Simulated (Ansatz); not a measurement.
# Quasiparticle gap of SrCaTi2O6 (perovskite [001] superlattice) (P4/mmm)

How far does one-shot GW move the LDA gap of SrCaTi2O6 (perovskite [001] superlattice) (P4/mmm)?

Program: Ansatz 0.2.0. Level of theory: LDA, then G0W0 on it, plane waves, PAW. Results are calculated unless marked as measured.

Most raw output is cut from this account.

The structure was built from a prototype and need not be the compound's stable phase.

### 1. Starting point

Symmetry: P4/mmm, No. 123, tetragonal system. Conventional cell: a = 3.830 Å, b = 3.830 Å, c = 7.657 Å, α = 90.00°, β = 90.00°, γ = 90.00°. Nearest to Sr lie 12 O at 2.71 to 2.74 Å. O has 2 Ti at 1.94 Å and 4 Sr at 2.71 Å nearest. Ti has 6 O at 1.89 to 1.94 Å nearest. Nearest to O lie 2 Ti at 1.92 Å and 2 Ca at 2.68 Å and 2 Sr at 2.74 Å. Ca has 12 O at 2.68 to 2.71 Å nearest. Nearest to O lie 2 Ti at 1.89 Å and 4 Ca at 2.71 Å. It derives from SrTiO3. Farther neighbours and most contacts between anions are not listed.

As a file:

```cif
data_structure
_symmetry_space_group_name_H-M 'P 1'
_symmetry_Int_Tables_number 1
_cell_length_a 3.8302
_cell_length_b 3.8302
_cell_length_c 7.6566
_cell_angle_alpha 90.000
_cell_angle_beta 90.000
_cell_angle_gamma 90.000
_cell_volume 112.33
loop_
_atom_site_label
_atom_site_type_symbol
_atom_site_fract_x
_atom_site_fract_y
_atom_site_fract_z
_atom_site_occupancy
Sr1 Sr 0.00000 0.00000 0.12645 1
O2 O 0.50000 0.50000 0.12645 1
Ti3 Ti 0.50000 0.50000 0.37948 1
O4 O 0.50000 0.00000 0.38184 1
O5 O 0.00000 0.50000 0.38184 1
Ca6 Ca 0.00000 0.00000 0.62646 1
O7 O 0.50000 0.50000 0.62645 1
Ti8 Ti 0.50000 0.50000 0.87342 1
O9 O 0.50000 0.00000 0.87104 1
O10 O 0.00000 0.50000 0.87104 1
```

The structure was relaxed with LDA. The runs that relaxed it are not among those shown.

The logs state that the PAW files were generated under PBE.

### 2. The LDA band structure

Levels along a band path and on the mesh show where this functional puts the band edges.

This step: DFT, LDA, plane waves, PAW; PAW set soft_1.

input.yaml

```yaml
crystal:
  lattice:
    - [3.8302279743, 0.0, 0.0]
    - [0.0, 3.8302279743, 0.0]
    - [0.0, 0.0, 7.6566011245]
  atoms:
    - { symbol: Sr, position: [0.0, 0.0, 0.126454763] }
    - { symbol: O, position: [0.5, 0.5, 0.1264469708] }
    - { symbol: Ti, position: [0.5, 0.5, 0.379478349] }
    - { symbol: O, position: [0.5, 0.0, 0.3818434934] }
    - { symbol: O, position: [0.0, 0.5, 0.3818434934] }
    - { symbol: Ca, position: [0.0, 0.0, 0.6264623602] }
    - { symbol: O, position: [0.5, 0.5, 0.6264495736] }
    - { symbol: Ti, position: [0.5, 0.5, 0.8734249172] }
    - { symbol: O, position: [0.5, 0.0, 0.8710418402] }
    - { symbol: O, position: [0.0, 0.5, 0.8710418402] }
kpoints:
  mp_grid: { grid: [6, 6, 4] }
  band_path:
    path:
      - [[0.0, 0.0, 0.0], [0.0, 0.5, 0.0], [0.5, 0.5, 0.0], [0.0, 0.0, 0.0], [0.0, 0.0, 0.5], [0.0, 0.5, 0.5], [0.5, 0.5, 0.5], [0.0, 0.0, 0.5]]
      - [[0.0, 0.5, 0.0], [0.0, 0.5, 0.5]]
      - [[0.5, 0.5, 0.0], [0.5, 0.5, 0.5]]
    npoints: 10
hamiltonian:
  xc: lda
  pseudopotentials: { kind: paw, azcp: { folder: soft_1 }, xc_functional: pbe }
scf:
  occupations: { method: fermi_dirac, width: 0.02 }
  n_extra_bands: 7
output:
  eigenvalues: true
  write_density: true
  write_potential: true
  elf: true
  volumetric_format: npy
```

Launch:

```console
ansatz run input.yaml --threads 4 --pin off --max-ram 17510MiB --backend cpu --events-out ev --progress --plain --runs-dir out
```

Run time: 15 s. Hardware: 4 threads of Arm Neoverse V1, shared host; peak memory 0.63 GiB.

Numbers from this step:

```yaml
filled_bands: 40
gap: 1.868 eV
valence_top_at: M
conduction_bottom_at: Γ
least_direct_gap: 2.179 eV
```

Over mesh and path the gap is 1.868 eV, from k = (0.500, 0.500, 0.000) to k = Γ. The least direct gap found is 2.179 eV, at k = (0.000, 0.500, 0.000). The program's warnings for this run: near symmetry operation missed by atoms.

Electronic bands along the path, in eV, zero at the top of the highest nominally filled band:

| point | band 37 | band 38 | band 39 | band 40 | band 41 | band 42 | band 43 | band 44 |
| --- | --- | --- | --- | --- | --- | --- | --- | --- |
| Γ | -0.72 | -0.37 | -0.37 | -0.37 | 1.87 | 1.87 | 1.87 | 2.08 |
| halfway | -1.32 | -0.72 | -0.60 | -0.60 | 1.97 | 3.06 | 3.06 | 3.15 |
| X | -1.69 | -0.72 | -0.72 | -0.10 | 2.08 | 4.04 | 4.04 | 4.05 |
| halfway | -0.75 | -0.74 | -0.72 | -0.05 | 3.15 | 4.05 | 4.12 | 4.34 |
| M | -0.11 | 0.00 | 0.00 | 0.00 | 4.05 | 4.05 | 4.48 | 4.77 |
| halfway | -1.02 | -0.91 | -0.83 | -0.57 | 3.01 | 3.19 | 3.43 | 3.67 |
| Γ | -0.72 | -0.37 | -0.37 | -0.37 | 1.87 | 1.87 | 1.87 | 2.08 |
| halfway | -0.69 | -0.69 | -0.47 | -0.47 | 1.90 | 2.05 | 2.27 | 2.27 |
| Z | -0.61 | -0.61 | -0.61 | -0.61 | 1.96 | 1.98 | 3.02 | 3.02 |
| halfway | -1.11 | -1.07 | -0.86 | -0.79 | 3.00 | 3.02 | 3.16 | 3.22 |
| R | -1.37 | -1.27 | -0.80 | -0.63 | 3.11 | 3.19 | 4.04 | 4.05 |
| halfway | -0.91 | -0.91 | -0.62 | -0.53 | 3.67 | 3.68 | 4.19 | 4.23 |
| A | -0.72 | -0.72 | -0.07 | -0.04 | 4.32 | 4.32 | 4.35 | 4.35 |
| halfway | -0.98 | -0.97 | -0.70 | -0.64 | 3.51 | 3.53 | 3.57 | 3.57 |
| Z | -0.61 | -0.61 | -0.61 | -0.61 | 1.96 | 1.98 | 3.02 | 3.02 |
| jump to X | -1.69 | -0.72 | -0.72 | -0.10 | 2.08 | 4.04 | 4.04 | 4.05 |
| halfway | -1.51 | -1.10 | -0.94 | -0.24 | 2.43 | 3.80 | 4.04 | 4.04 |
| R | -1.37 | -1.27 | -0.80 | -0.63 | 3.11 | 3.19 | 4.04 | 4.05 |
| jump to M | -0.11 | 0.00 | 0.00 | 0.00 | 4.05 | 4.05 | 4.48 | 4.77 |
| halfway | -0.20 | -0.20 | -0.09 | -0.02 | 4.13 | 4.13 | 4.52 | 4.62 |
| A | -0.72 | -0.72 | -0.07 | -0.04 | 4.32 | 4.32 | 4.35 | 4.35 |

Electrostatic potential energy in the ca plane at fractional y = 0.000, with atoms of Sr and O and Ca within 0.2 Å of it. With pseudopotentials it is smooth inside the atoms' cores, unlike the true potential.

Values in eV, 6 rows by 16 columns, each cell a mean:
```
 -9 -59 -69 -32   5  13  14  11  -2 -34 -44 -16   7  13  14  10
  9   2  -1   6  12  11   7  12  10   4   2   8  12  10   8  12
 14  13  12  13  11 -19 -31  -6  14  13  13  14   7 -23 -29  -1
 13  11  11  12  12 -10 -20   0  13  12  12  13  10 -14 -19   4
  5 -10 -18   0  10  13  13  13   8  -4  -8   3  11  13  13  12
-16 -72 -79 -45   3  12  14  10  -6 -46 -57 -24   5  13  13   9
```
Columns run along c (7.7 Å; values clipped at the 3rd and 97th percentile), rows up along a (3.8 Å). Atoms in or near the plane, at fractional coordinates: Sr at (0.13, 0.00), O at (0.38, 0.50), Ca at (0.63, 0.00), O at (0.87, 0.50).

ELF in the ca plane at fractional y = 0.000, with atoms of Sr and O and Ca within 0.2 Å of it. It is the smooth field of the valence electrons, not physical close to the nuclei.

Ten even steps from '_' (0.02) to '@' (0.85), each cell a mean:
```
%%@@==++@@##..______::%%@@@@@@%%..______..
==@@@@@@%%--__..::..__==@@@@%%--__..::..__
__--****::..==##%%##--__::--..__--##%%##--
::________--%%@@@@@@##::______--%%@@%%@@%%
++______..**@@**==%%%%--______==%%%%==##@@
==________++@@%%##@@%%--______==%%%%**%%@@
..__::::__..##@@@@%%++..______..**@@@@@@**
::##@@@@**....==++==....**##++....==++==..
##@@%%%%@@**________..##@@@@@@**__________
@@%%..::@@%%..______--@@@@@@@@%%::______::
```
Columns run along c (7.7 Å), rows up along a (3.8 Å). Atoms in or near the plane, at fractional coordinates: Sr at (0.13, 0.00), O at (0.38, 0.50), Ca at (0.63, 0.00), O at (0.87, 0.50).

### 3. The quasiparticle correction

G0W0 replaces the xc potential by a self-energy built once from the orbitals of the start. Levels are corrected in the window of bands that the input names, at points of the mesh.

This step: G0W0 on LDA, plane waves, PAW; PAW set soft_1.

input.yaml, the sections that differ from step 2:

```yaml
kpoints:
  mp_grid: { grid: [4, 4, 2] }
scf:
  occupations: { method: fixed }
gw:
  n_empty_bands: 217
  ecut_chi: 90.0
  qp_bands: [v3, c3]
  qp_kpoints: band_edges
  screening: { model: contour_deformation }
# crystal, hamiltonian: as in step 2
# output: removed
```

Elapsed: 76 s, on 4 threads; peak memory 1.3 GiB.

Numbers from this step:

- bands summed: 257
- RPA ε∞ on this mesh (eigenvalues): 6.815, 6.815, 6.825
- plane waves in the screening matrix: 203
- q-points in the mesh: 32
- G0W0 gap over the corrected points: 3.583 eV
- k of the valence top: -0.5, -0.5, 0
- k of the conduction bottom: 0, 0, 0
- starting gap on the mesh: 1.849 eV
- Z at the valence top: 0.7282
- Z at the conduction bottom: 0.7506
- least direct G0W0 gap over the corrected points: 3.932 eV

Over 7 of 12 irreducible mesh points the G0W0 gap is 3.583 eV, from k = (-0.500, -0.500, 0.000) to k = Γ. The LDA gap of this run on the mesh is 1.849 eV. The two states that bound the G0W0 gap lie that far apart at the start, so the correction of the gap is 3.583 − 1.849 = +1.734 eV. The start of this run differs from the step before in mesh (6×6×4 and 4×4×2). The program's warnings for this run: near symmetry operation missed by atoms. The program marks 10 of the 42 corrected levels as in doubt (energies apart), neither edge state among them.

Labels follow the order of the start: v1 is the top filled band, c1 the lowest empty one; levels that stay degenerate share a row, the window can cut a multiplet, doubted levels are not marked in this list, bands outside the window were not corrected, and the list may be a part of the corrected levels. Levels before and after the correction, in eV, zero at the valence-band top of each column:

|  | conduction bottom | valence top |
| --- | --- | --- |
| Kohn-Sham | 1.85 | 0.00 |
| G0W0 | 3.58 | 0.00 |

|  | level | occupation | energy (eV) |
| --- | --- | --- | --- |
| Kohn-Sham | Γ v3-v1 | 2 | -0.372 |
| Kohn-Sham | Γ c1-c3 | 0 | 1.849 |
| Kohn-Sham | (-0.5 -0.5 0) v3-v1 | 2 | -0.003 |
| Kohn-Sham | (-0.5 -0.5 0) c1-c2 | 0 | 4.032 |
| Kohn-Sham | (-0.5 -0.5 0) c3 | 0 | 4.456 |
| G0W0 | Γ v3-v1 | 2 | -0.356 |
| G0W0 | Γ c1-c3 | 0 | 3.583 |
| G0W0 | (-0.5 -0.5 0) v3-v1 | 2 | -0.004 |
| G0W0 | (-0.5 -0.5 0) c1-c2 | 0 | 5.785 |
| G0W0 | (-0.5 -0.5 0) c3 | 0 | 6.252 |

The parts of the quasiparticle energy for the two states that bound the G0W0 gap, in eV on the run's own scale (QP = start + Σx + Σc − Vxc, with Σc at the quasiparticle energy):

| edge | k | band | start | Σx | Σc | Vxc | Z | QP |
| --- | --- | --- | --- | --- | --- | --- | --- | --- |
| valence top | (-0.500, -0.500, 0.000) | 39 | 9.853 | −26.101 | 4.796 | −21.285 | 0.728 | 9.833 |
| conduction bottom | Γ | 41 | 11.702 | −12.553 | −6.292 | −20.558 | 0.751 | 13.416 |

### 4. Spin-orbit coupling

This run has two-component orbitals with spin-orbit coupling.

This step: DFT, LDA with spin-orbit coupling, plane waves, PAW; PAW set soft_1.

Edit input.yaml of step 3 so:

```diff
@@ -17,13 +17,22 @@
 kpoints:
-  mp_grid: { grid: [4, 4, 2] }
+  mp_grid: { grid: [6, 6, 4] }
+  band_path:
+    path:
+      - [0.0, 0.0, 0.0]
+      - [0.0, 0.5, 0.0]
+      - [0.5, 0.5, 0.0]
+      - [0.0, 0.0, 0.5]
+      - [0.0, 0.5, 0.5]
+      - [0.5, 0.5, 0.5]
+    npoints: 1
 hamiltonian:
   xc: lda
-  pseudopotentials: { kind: paw, azcp: { folder: soft_1 }, xc_functional: pbe }
+  pseudopotentials: { kind: paw_fr, azcp: { folder: soft_1 }, xc_functional: pbe }
 scf:
   occupations: { method: fixed }
-gw:
-  n_empty_bands: 217
-  ecut_chi: 90.0
-  qp_bands: [v3, c3]
-  qp_kpoints: band_edges
-  screening: { model: contour_deformation }
+  n_extra_bands: 14
+magnetization:
+  noncollinear: true
+  spin_orbit: true
+output:
+  eigenvalues: true
```

Run time: 45 s. Hardware: 4 threads; peak memory 1.4 GiB.

This step gave:

```yaml
gap: 1.854 eV
valence_top_at: M
conduction_bottom_at: Γ
least_direct_gap: 2.179 eV
```

Over mesh and listed points the gap is 1.854 eV, from k = (0.500, 0.500, 0.000) to k = Γ. The least direct gap found is 2.179 eV, at k = (0.000, 0.500, 0.000). LDA+SOC against LDA: 1.854 − 1.868 = −0.014 eV, with the same mesh, set of files (read in its fully relativistic form for the spin-orbit run) and cutoff, and both edges at the same k points. The spin-orbit run sees mesh and listed points alone, so its gap is an upper bound: the coupling can move an edge off these points, and the change over the zone, its sign included where it is small, is not known.

### 5. The runs together

Each gap is the least one over the points named; times are wall times on shared hosts, not benchmarks. A G0W0 time includes the run's own self-consistent start. Runs with listed points see these and the mesh alone, so an edge that moves elsewhere is missed. Rows marked * are further runs, not shown as steps, whose inputs differ from the G0W0 step on the same start in the columns given; solver thresholds can differ too. Symmetry makes (0.500, 0.500, 0.000) and (-0.500, -0.500, 0.000) one point.

| level | mesh | files, cutoff | bands summed, screening | points | gap (eV) | valence top | conduction bottom | least direct gap (eV) | time |
| --- | --- | --- | --- | --- | --- | --- | --- | --- | --- |
| LDA | 6×6×4 | soft_1 PAW, 420 eV | - | mesh and path | 1.868 | (0.500, 0.500, 0.000) | Γ | 2.179 | 15 s |
| LDA+SOC | 6×6×4 | soft_1 PAW, 420 eV | - | mesh and listed points | 1.854 | (0.500, 0.500, 0.000) | Γ | 2.179 | 45 s |
| G0W0@LDA* | 4×4×2 | soft_1 PAW, 420 eV | 95, 36 eV | 7 of 12 irreducible mesh points | 4.152 | (-0.500, -0.500, 0.000) | Γ | 4.507 | 21 s |
| G0W0@LDA | 4×4×2 | soft_1 PAW, 420 eV | 257, 90 eV | 7 of 12 irreducible mesh points | 3.583 | (-0.500, -0.500, 0.000) | Γ | 3.932 | 76 s |

### 6. Results

| Quantity | Value |
| --- | --- |
| LDA gap over mesh and path | 1.868 eV, from k = (0.500, 0.500, 0.000) to k = Γ |
| G0W0@LDA gap over 7 of 12 irreducible mesh points | 3.583 eV, from k = (-0.500, -0.500, 0.000) to k = Γ |
| LDA+SOC gap over mesh and listed points | 1.854 eV |
| GW settings | 4×4×2 mesh, 217 empty bands, screening to 90 eV, PAW set soft_1 files |
| known limits | finite bands, screening cutoff and k mesh; no spin-orbit coupling in G0W0; screening cutoff under 40 eV in some runs |

**Reading.** Over 7 of 12 irreducible mesh points the G0W0 gap is 3.583 eV, from k = (-0.500, -0.500, 0.000) to k = Γ. The LDA gap of this run on the mesh is 1.849 eV. The two states that bound the G0W0 gap lie that far apart at the start, so the correction of the gap is 3.583 − 1.849 = +1.734 eV. The valence state moves by 9.833 − 9.853 = −0.020 eV and the conduction state by 13.416 − 11.702 = +1.714 eV, on the run's own scale; with 95 bands the edge states move by +0.117 and +2.420 eV, so the split between the edges depends on the bands and cutoff. Both edges that LDA shows over mesh and path lie at k points where levels were corrected. Levels at other points were not corrected, so a lower G0W0 gap elsewhere in the zone is not ruled out. From 95 bands and 36 eV to 257 bands and 90 eV the gap moves by 3.583 − 4.152 = −0.569 eV; bands and screening cutoff rise together, so their parts are not told apart. Two runs can't test a law of convergence, so the limit is not known. LDA+SOC against LDA: 1.854 − 1.868 = −0.014 eV, with the same mesh, set of files (read in its fully relativistic form for the spin-orbit run) and cutoff, and both edges at the same k points. The spin-orbit run sees mesh and listed points alone, so its gap is an upper bound: the coupling can move an edge off these points, and the change over the zone, its sign included where it is small, is not known. What spin-orbit coupling does to the G0W0 levels was not computed, so no sum with the G0W0 gap is formed. For the G0W0 step: the program's warnings for this run: near symmetry operation missed by atoms. The program marks 10 of the 42 corrected levels as in doubt (energies apart), neither edge state among them. For the further run with 95 bands on the 4×4×2 mesh, the program warns: near symmetry operation missed by atoms. The G0W0 runs are scalar-relativistic. No pair of G0W0 runs that differ in the mesh alone is shown (4×4×2 is a supercell whose nearest images lie 15 Å apart), so the error from the mesh is not known here. G0W0 is shown with one set of atomic data (soft_1 PAW), so the error from the files is not known here. A screening cutoff under 40 eV is crude: G0W0@LDA with 95 bands at 36 eV.

[Paths, hosts, dates, memory and timing lines, banners, echoed tables and standing remarks are left out of the program output.]

[Logs are printed without paths, hosts, clocks, repeated set-up lines and the standing remarks that a program may print on its own settings, such as how far it seeks lower states.]

[Runs of the session that timed out or met a known fault of the program may be left out.]

[Cells called generated may have been cut or substituted from an entry of the Crystallography Open Database or the Materials Project.]

[Hosts, paths, dates, database ids (printed as entryN), source tags and the programs' standing remarks are cut or masked in the printed files.]

[Where an RPA ε∞ is given, it is that of the G0W0 mesh and is not shown converged in it. Names of k-points follow the symmetry that the program found, which can be lower than the space group named. Band edges on a path are those of the sampled points; other points can move an edge, and change direct to indirect where valleys lie close.]

[Hybrid gaps are those of their k-mesh and are not shown converged in it.]
